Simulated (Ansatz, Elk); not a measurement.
**How far do independent atoms describe Zr3NbN?**

Structure refinements treat a crystal as free atoms side by side. For a made-up structure of Zr3NbN (cell and positions from a PBE relaxation) the runs below show what the calculated density changes in F(hkl).

Program: Elk 11.2.3 (patched build). Level of theory: DFT, PBE, all-electron APW+lo, Dirac cores, scalar-relativistic bands, static density, no spin. Results are calculated unless marked as measured.

The structure was built from a prototype and need not be the compound's stable phase.

## Step 1: Starting point

The structure is cubic, space group Pm-3m (No. 221). The conventional cell has a = 4.501 Å, b = 4.501 Å, c = 4.501 Å, α = 90.00°, β = 90.00°, γ = 90.00°. Nearest to Nb lie 12 Zr at 3.18 Å. Zr has 2 N at 2.25 Å nearest. N has 6 Zr at 2.25 Å nearest. Farther neighbours and most contacts between anions are not listed.

## Step 2: Ground state and structure factors

An all-electron density is needed, since X-rays see the cores too. Task 0 finds the density and task 195 Fourier-transforms it; tshift is off so that phases refer to the origin typed.

Input file elk.in:

```
tasks
  0
  195

xctype
  20

spinpol
  .false.

rgkmax
  7.0

gmaxvr
  14.0

lmaxo
  7

lmaxapw
  8

swidth
  0.002

tshift
  .false.

ramdisk
  .false.

hmaxvr
  5.5

maxscl
  120

epspot
  1e-06

sppath
  './'

avec
  8.50550432787 0.00000000000 -0.00000000000
  0.00000000000 8.50550432787 0.00000000000
  -0.00000000000 0.00000000000 8.50550432787

atoms
  3
  'Nb.in'
  1
  -0.0000000000 -0.0000000000 -0.0000000000   0.000000 0.000000 0.000000
  'Zr.in'
  3
  0.5000000000 0.5000000000 0.0000000000   0.000000 0.000000 0.000000
  0.5000000000 0.0000000000 0.5000000000   0.000000 0.000000 0.000000
  -0.0000000000 0.5000000000 0.5000000000   0.000000 0.000000 0.000000
  'N.in'
  1
  0.5000000000 0.5000000000 0.5000000000   0.000000 0.000000 0.000000

ngridk
  5 5 5
```

Launch:

```console
OMP_NUM_THREADS=4 elk
```

Numbers of over 12 decimals in the logs are rounded to 6 here.

Log:

```text
┌─────────────────────────┐
│ Elk code version 11.2.3 │
└─────────────────────────┘

All units are atomic (Hartree, Bohr, etc.)

┌─────────────────────────────────────────────────┐
│ Ground-state run starting from atomic densities │
└─────────────────────────────────────────────────┘

Lattice vectors :
   8.505504328       0.000000000      -0.000000000
   0.000000000       8.505504328       0.000000000
  -0.000000000       0.000000000       8.505504328

Reciprocal lattice vectors :
  0.7387199001      -0.000000000       0.000000000
  -0.000000000      0.7387199001      -0.000000000
   0.000000000      -0.000000000      0.7387199001

Unit cell volume      :    615.3188358
Brillouin zone volume :   0.4031246876

Muffin-tin inner radius fraction :   0.1000000000E-01

Nuclei treated as point charges

Species : 1 (Nb)
 parameters loaded from : Nb.in
 name : niobium
 nuclear charge    :   -41.00000000
 electronic charge :    41.00000000
 atomic mass :    169357.9704
 muffin-tin radius :    2.600000000
 number of radial points in muffin-tin :   1193
 inner part over the whole radius :   0.9932322271E-02
 number on inner part of muffin-tin    :    848
 approximate nuclear radius :   0.8268951942E-04
 number of mesh points to nuclear radius :    418
 atomic positions (lattice), magnetic fields (Cartesian) :
  1 :   0.00000000  0.00000000  0.00000000    0.00000000  0.00000000  0.00000000

Species : 2 (Zr)
 parameters loaded from : Zr.in
 name : zirconium
 nuclear charge    :   -40.00000000
 electronic charge :    40.00000000
 atomic mass :    166291.1793
 muffin-tin radius :    2.483444461
 number of radial points in muffin-tin :   1193
 inner part over the whole radius :   0.9967431986E-02
 number on inner part of muffin-tin    :    847
 approximate nuclear radius :   0.8202877663E-04
 number of mesh points to nuclear radius :    418
 atomic positions (lattice), magnetic fields (Cartesian) :
  1 :   0.50000000  0.50000000  0.00000000    0.00000000  0.00000000  0.00000000
  2 :   0.50000000  0.00000000  0.50000000    0.00000000  0.00000000  0.00000000
  3 :   0.00000000  0.50000000  0.50000000    0.00000000  0.00000000  0.00000000

Species : 3 (N)
 parameters loaded from : N.in
 name : nitrogen
 nuclear charge    :   -7.000000000
 electronic charge :    7.000000000
 atomic mass :    25532.65216
 muffin-tin radius :    1.719307703
 number of radial points in muffin-tin :    593
 inner part over the whole radius :   0.9817510870E-02
 number on inner part of muffin-tin    :    406
 approximate nuclear radius :   0.4939692610E-04
 number of mesh points to nuclear radius :    170
 atomic positions (lattice), magnetic fields (Cartesian) :
  1 :   0.50000000  0.50000000  0.50000000    0.00000000  0.00000000  0.00000000

Total number of atoms per unit cell :    5
Total muffin-tin volume :    287.3853998
 ratio of muffin-tin to unit cell volume :   0.4670511986

Spin treatment :
 spin-unpolarised

Number of Bravais lattice symmetries :   48
Number of crystal symmetries         :   48
Crystal has inversion symmetry
Real symmetric eigensolver will be used

k-point grid :      5     5     5
k-point offset :    0.000000000       0.000000000       0.000000000
k-point set is reduced with full crystal symmetry group
Total number of k-points :       10

Muffin-tin radius times maximum |G+k| :    7.000000000
 using average radius
Maximum |G+k| for APW functions       :    2.973752534
Maximum (1/2)|G+k|²                   :    4.421602067
Maximum |G| for potential and density :    14.00000000
Constant for pseudocharge density :    9
 order of it for each species :   16  16  16
 order of it for pair densities of each species (exact exchange by exxq0 0: 17) :   12  11   4
Radial integration step length :    1

G-vector grid sizes :     40    40    40
Number of G-vectors :    28425

Maximum angular momentum used for
 APW functions            :    8
 outer part of muffin-tin :    7
 inner part of muffin-tin :    2

Total nuclear charge    :   -168.0000000
[...]
xc potential                :     -610.85898634532
 exchange                    :     -460.27067010890
 correlation                 :     -8.526716
 electron entropic           :    -0.17765372734747E-02
 total energy                :     -14674.002520099

Density of states at Fermi energy :    138.8736324
 (states/Hartree/unit cell)

Estimated indirect band gap :   0.2134608461E-02
 from k-point 9 to k-point 7
Estimated direct band gap   :   0.7141187603E-02
 at k-point 9

Charges :
 core                        :    114.0000000
 valence                     :    54.00000000
 interstitial                :    9.577397022
 muffin-tins (core leakage)
  species : 1 (Nb)
   atom 1                    :    37.71789948     (  0.6620135657E-06)
  species : 2 (Zr)
[...]
species : 3 (N)
[...]
total in muffin-tins        :    158.4226030
 total calculated charge     :    167.9977115
 total charge                :    168.0000000
 error                       :   0.2288497464E-02

RMS change in Kohn-Sham potential (target) :   0.9668315183     (  0.1000000000E-05)
Absolute change in total energy (target)   :   0.8817400161E-01 (  0.1000000000E-03)

[... loops 3 to 17 left out ...]

┌──────────────────┐
│ Loop number : 18 │
└──────────────────┘

Energies :
 Fermi                       :     0.363660
 sum of occupied eigenvalues :     -8682.0585230155
 electron kinetic            :      15165.796022571
 core electron kinetic       :      14867.820649662
 Coulomb                     :     -29369.754070778
 Coulomb potential           :     -23236.773301578
 nuclear-nuclear             :     -1791.3839925561
 electron-nuclear            :     -31962.674115416
 Hartree                     :      4384.3040371934
 Madelung                    :     -17751.367419989
 xc potential                :     -611.08124400828
 exchange                    :     -460.49092726634
 correlation                 :     -8.533261
 electron entropic           :    -0.13218020413016E-02
 total energy                :     -14672.983558492

Density of states at Fermi energy :    99.33824374
 (states/Hartree/unit cell)

Estimated indirect band gap :   0.2895381263E-02
 from k-point 7 to k-point 10
Estimated direct band gap   :   0.1690746545E-01
 at k-point 9

Charges :
 core                        :    114.0000000
 valence                     :    54.00000000
 interstitial                :    9.368260013
 muffin-tins (core leakage)
  species : 1 (Nb)
[...]
species : 2 (Zr)
[...]
species : 3 (N)
[...]
total in muffin-tins        :    158.6317400
 total calculated charge     :    167.9984029
 total charge                :    168.0000000
 error                       :   0.1597115913E-02

RMS change in Kohn-Sham potential (target) :   0.5768419157E-06 (  0.1000000000E-05)
Absolute change in total energy (target)   :   0.2783754280E-04 (  0.1000000000E-03)

Convergence targets achieved

┌──────────────────┐
│ Loop number : 19 │
└──────────────────┘

Energies :
 Fermi                       :     0.363660
 sum of occupied eigenvalues :     -8682.0585229247
 electron kinetic            :      15165.796008716
 core electron kinetic       :      14867.820639645
 Coulomb                     :     -29369.754055508
 Coulomb potential           :     -23236.773296668
 nuclear-nuclear             :     -1791.3839925561
 electron-nuclear            :     -31962.674089869
 Hartree                     :      4384.3040269166
 Madelung                    :     -17751.367407174
 xc potential                :     -611.08123497320
 exchange                    :     -460.49092672234
 correlation                 :     -8.533261
 electron entropic           :    -0.13218071464439E-02
 total energy                :     -14672.983556544

Density of states at Fermi energy :    99.33866666
 (states/Hartree/unit cell)

Estimated indirect band gap :   0.2895393791E-02
 from k-point 7 to k-point 10
Estimated direct band gap   :   0.1690743129E-01
 at k-point 9

Charges :
 core                        :    114.0000000
 valence                     :    54.00000000
 interstitial                :    9.368260134
 muffin-tins (core leakage)
  species : 1 (Nb)
[...]
species : 2 (Zr)
[...]
atom 2                    :    37.72522672     (  0.6258323648E-05)
   atom 3                    :    37.72522672     (  0.6258323648E-05)
  species : 3 (N)
   atom 1                    :    6.366008226     (  0.1866584038E-06)
 total in muffin-tins        :    158.6317399
 total calculated charge     :    167.9984029
 total charge                :    168.0000000
 error                       :   0.1597116295E-02

┌──────────────────────────────┐
│ Self-consistent loop stopped │
└──────────────────────────────┘

Wrote STATE.OUT
```

It took 24 s on 4 threads of Arm Neoverse V1, shared host; peak memory 0.18 GiB; 51 s of CPU time.

SFACRHO.OUT:

```text

h k l indices transformed by vhmat matrix:
   1.000000000       0.000000000       0.000000000    
   0.000000000       1.000000000       0.000000000    
   0.000000000       0.000000000       1.000000000    

      h      k      l  multipl.   |H|            Re(F)            Im(F)           |F|

      0      0      0      1   0.0000000       168.00000     -0.68283825E-17   168.00000    
      0      1      0      6  0.73871990      -5.1131114      0.41215028E-13   5.1131114    
      0     -1      1     12   1.0447077       6.4546967      0.34185381E-14   6.4546967    
      1     -1     -1      8   1.2795004       122.26575      0.33476371E-13   122.26575    
     -2      0      0      6   1.4774398       126.16283      0.72826580E-13   126.16283    
     -1      0     -2     24   1.6518279      -3.3876306     -0.53266701E-13   3.3876306    
     -2      1      1     24   1.8094868       4.2420549     -0.63770600E-13   4.2420549    
     -2      2      0     12   2.0894154       110.14226     -0.55514581E-14   110.14226    
     -2     -1      2     24   2.2161597      -2.1815050     -0.38807978E-13   2.1815050    
      3      0      0      6   2.2161597      -2.2719699      0.20852914E-13   2.2719699    
     -3      0     -1     24   2.3360374       3.2399197     -0.92635895E-14   3.2399197    
     -3     -1      1     24   2.4500567       96.605074      0.19314396E-13   96.605074    
      2      2      2      8   2.5590008       99.562067     -0.17517394E-12   99.562067    
      0     -2     -3     24   2.6634925      -1.8518148     -0.44458960E-13   1.8518148    
     -2      3      1     48   2.7640368       2.7873448     -0.40849667E-13   2.7873448    
      0      0      4      6   2.9548796       91.867284     -0.10617247E-12   91.867284    
      0      4     -1     24   3.0458202      -1.6457772     -0.10298116E-13   1.6457772    
      3      2      2     24   3.0458202      -1.5775903      0.25649256E-13   1.5775903
```

Elk indexes on the primitive cell of elk.in and gives |H| = 4π sin θ/λ in inverse bohr. Below, one row stands for each form hkl of the conventional cell (m members, Friedel mates merged), F is for one primitive cell and the density is static (no thermal factor). Free-atom factors are Waasmaier and Kirfel's, and R is Σm||F|−|F'||/Σm|F|.

```tsv
hkl	m	sin θ/λ (Å⁻¹)	abs F, DFT	neutral atoms	diff.
100	6	0.111	5.113	4.760	+0.353
110	12	0.157	6.455	6.392	+0.063
111	8	0.192	122.266	123.139	-0.873
200	6	0.222	126.163	126.567	-0.404
210	24	0.248	3.388	3.096	+0.292
211	24	0.272	4.242	4.217	+0.025
220	12	0.314	110.142	109.863	+0.279
221	24	0.333	2.182	2.345	-0.164
300	6	0.333	2.272	2.345	-0.073
310	24	0.351	3.240	3.262	-0.022
311	24	0.368	96.605	96.285	+0.320
222	8	0.385	99.562	99.220	+0.342
320	24	0.401	1.852	1.925	-0.073
321	48	0.416	2.787	2.761	+0.027
```

## Step 3: The highest occupied states alone

An energy window below the Fermi level keeps the highest occupied states, to see at which angles they scatter; shallow core shells can lie inside it and anion s states outside. No new self-consistency is needed.

elk.in: that of step 2 with these lines changed.

```diff
@@ -1,3 +1,2 @@
 tasks
-  0
   195
@@ -40,2 +39,5 @@
 
+wsfac
+  -0.187580 0.663660
+
 sppath
```

Launch:

```console
OMP_NUM_THREADS=4 elk
```

Log:

```text
┌─────────────────────────────────┐
│ Elk code version 11.2.3 started │
└─────────────────────────────────┘

Info(readinput): the functional depends on the density's gradient
 muffin-tin radial points multiplied by    2.00000
 (not where nrmtscf is given)

┌────────────────────┐
│ Current task : 195 │
└────────────────────┘
Info(checkmt): changed muffin-tin radius of species 2 (Zr) from   2.6000 to   2.4834
Info(checkmt): changed muffin-tin radius of species 3 (N) from   1.8000 to   1.7193

Info(sfacrho): density structure factors written to SFACRHO.OUT

 Energy window :  -0.1875800000      0.6636600000

┌──────────────────┐
│ Elk code stopped │
└──────────────────┘
```

Wall time 12 s (4 threads); peak memory 0.16 GiB.

States within 15 eV below the Fermi level hold 21.69 electrons; any levels below the window count with the cores, and a count that is not whole means the window cuts a band. Their amplitudes can exceed the total, where window and core parts have opposite phase:

```tsv
hkl	sin θ/λ (Å⁻¹)	abs F, window	abs F, all
100	0.111	3.012	5.113
110	0.157	3.915	6.455
111	0.192	1.055	122.266
200	0.222	3.300	126.163
210	0.248	1.836	3.388
211	0.272	1.688	4.242
220	0.314	1.692	110.142
221	0.333	0.807	2.182
300	0.333	0.909	2.272
310	0.351	0.771	3.240
```

## Step 4: Another functional

The difference from free atoms is small, so it is set against the change that LDA (Perdew-Wang) makes.

elk.in: that of step 3 with these lines changed.

```diff
@@ -1,2 +1,3 @@
 tasks
+  0
   195
@@ -4,3 +5,3 @@
 xctype
-  20
+  3
 
@@ -39,5 +40,2 @@
 
-wsfac
-  -0.187580 0.663660
-
 sppath
```

Launch:

```console
OMP_NUM_THREADS=4 elk
```

Log:

```text
┌─────────────────────────┐
│ Elk code version 11.2.3 │
└─────────────────────────┘

All units are atomic (Hartree, Bohr, etc.)

┌─────────────────────────────────────────────────┐
│ Ground-state run starting from atomic densities │
└─────────────────────────────────────────────────┘

Lattice vectors :
   8.505504328       0.000000000      -0.000000000
   0.000000000       8.505504328       0.000000000
  -0.000000000       0.000000000       8.505504328

Reciprocal lattice vectors :
  0.7387199001      -0.000000000       0.000000000
[...]
interstitial                :    9.327579762
 muffin-tins (core leakage)
  species : 1 (Nb)
[...]
species : 2 (Zr)
[...]
atom 3                    :    37.74067007     (  0.1464224304E-05)
  species : 3 (N)
   atom 1                    :    6.345736915     ( -0.3886536071E-05)
 total in muffin-tins        :    158.6724202
 total calculated charge     :    167.9984438
 total charge                :    168.0000000
 error                       :   0.1556155731E-02

┌──────────────────────────────┐
│ Self-consistent loop stopped │
└──────────────────────────────┘

Wrote STATE.OUT
[key lines of the parts left out:]
total energy                :     -14656.879856031
```

The job ended after 13 s (4 threads; peak memory 0.16 GiB; 27 s of CPU time).

Against the first run R = 0.05 %; the largest change is -0.051 at 640.

## Step 5: Basis size

The basis and the expansions that go with it are enlarged, to see whether the differences are converged.

elk.in: that of step 4 with these lines changed.

```diff
@@ -5,3 +5,3 @@
 xctype
-  3
+  20
 
@@ -11,12 +11,12 @@
 rgkmax
-  7.0
+  8.5
 
 gmaxvr
-  14.0
+  18.0
 
 lmaxo
-  7
+  9
 
 lmaxapw
-  8
+  10
```

Launch:

```console
OMP_NUM_THREADS=4 elk
```

Log:

```text
┌─────────────────────────┐
│ Elk code version 11.2.3 │
└─────────────────────────┘

All units are atomic (Hartree, Bohr, etc.)

┌─────────────────────────────────────────────────┐
│ Ground-state run starting from atomic densities │
└─────────────────────────────────────────────────┘

Lattice vectors :
   8.505504328       0.000000000      -0.000000000
   0.000000000       8.505504328       0.000000000
  -0.000000000       0.000000000       8.505504328

Reciprocal lattice vectors :
  0.7387199001      -0.000000000       0.000000000
[...]
interstitial                :    9.320645374
 muffin-tins (core leakage)
  species : 1 (Nb)
[...]
species : 2 (Zr)
[...]
atom 3                    :    37.73207864     (  0.6259580147E-05)
  species : 3 (N)
   atom 1                    :    6.387175328     (  0.1876543132E-06)
 total in muffin-tins        :    158.6793546
 total calculated charge     :    168.0002631
 total charge                :    168.0000000
 error                       :   0.2631486063E-03

┌──────────────────────────────┐
│ Self-consistent loop stopped │
└──────────────────────────────┘

Wrote STATE.OUT
[key lines of the parts left out:]
total energy                :     -14673.003060454
```

The job ended after 55 s (4 threads; peak memory 0.34 GiB).

Against the first run R = 0.02 %; the largest change is +0.015 at 220.

## Step 6: Settings against the effect

```tsv
run	R against the first run (%)	R against neutral atoms, low angle (%)	wall time
PBE, rgkmax 7	0.00	0.98	24 s
LDA (Perdew-Wang)	0.05	0.95	13 s
rgkmax 8.5 with larger expansions	0.02	1.00	55 s
```

## Step 7: Summary of results

```
R against neutral atoms, sin θ/λ < 0.3 Å⁻¹ : 0.98 %
R against neutral atoms, 0.3 to 0.82 Å⁻¹   : 0.32 %
```

Independent neutral atoms miss the calculated amplitudes by R = 0.98 % below 0.3 Å⁻¹ and 0.32 % from there to 0.82 Å⁻¹; by shells, 6.90 % below 0.15 Å⁻¹ (1 form), 0.89 % 0.15 to 0.3 (5 forms), 0.41 % 0.3 to 0.45 (9 forms), 0.30 % above 0.45 (53 forms). Bonding, aspherical density and the tables' own atoms all enter these figures, and the runs don't part them. The largest change of an amplitude is -0.87 electrons, at 111. The window's part falls from 21.7 electrons at the origin to at most 0.34 between 0.45 and 0.82 Å⁻¹. Below 0.3 Å⁻¹ the changes that finished (LDA (Perdew-Wang) and rgkmax 8.5 with larger expansions) move F by R = 0.05 % at most, against the 0.98 % that separates it from free atoms. The k-mesh has no finished test. These runs have no spin, though d or f shells may be open. Part of the difference isn't bonding: the tables are fits to free atoms and ions calculated by other methods than this functional. Thermal motion, anomalous dispersion and extinction are left out.

[Logs are printed without paths, hosts, clocks, repeated set-up lines and the standing remarks that a program may print on its own settings, such as how far it seeks lower states.]

[Hosts, paths, dates, database ids (printed as entryN), source tags and the programs' standing remarks are cut or masked in the printed files.]
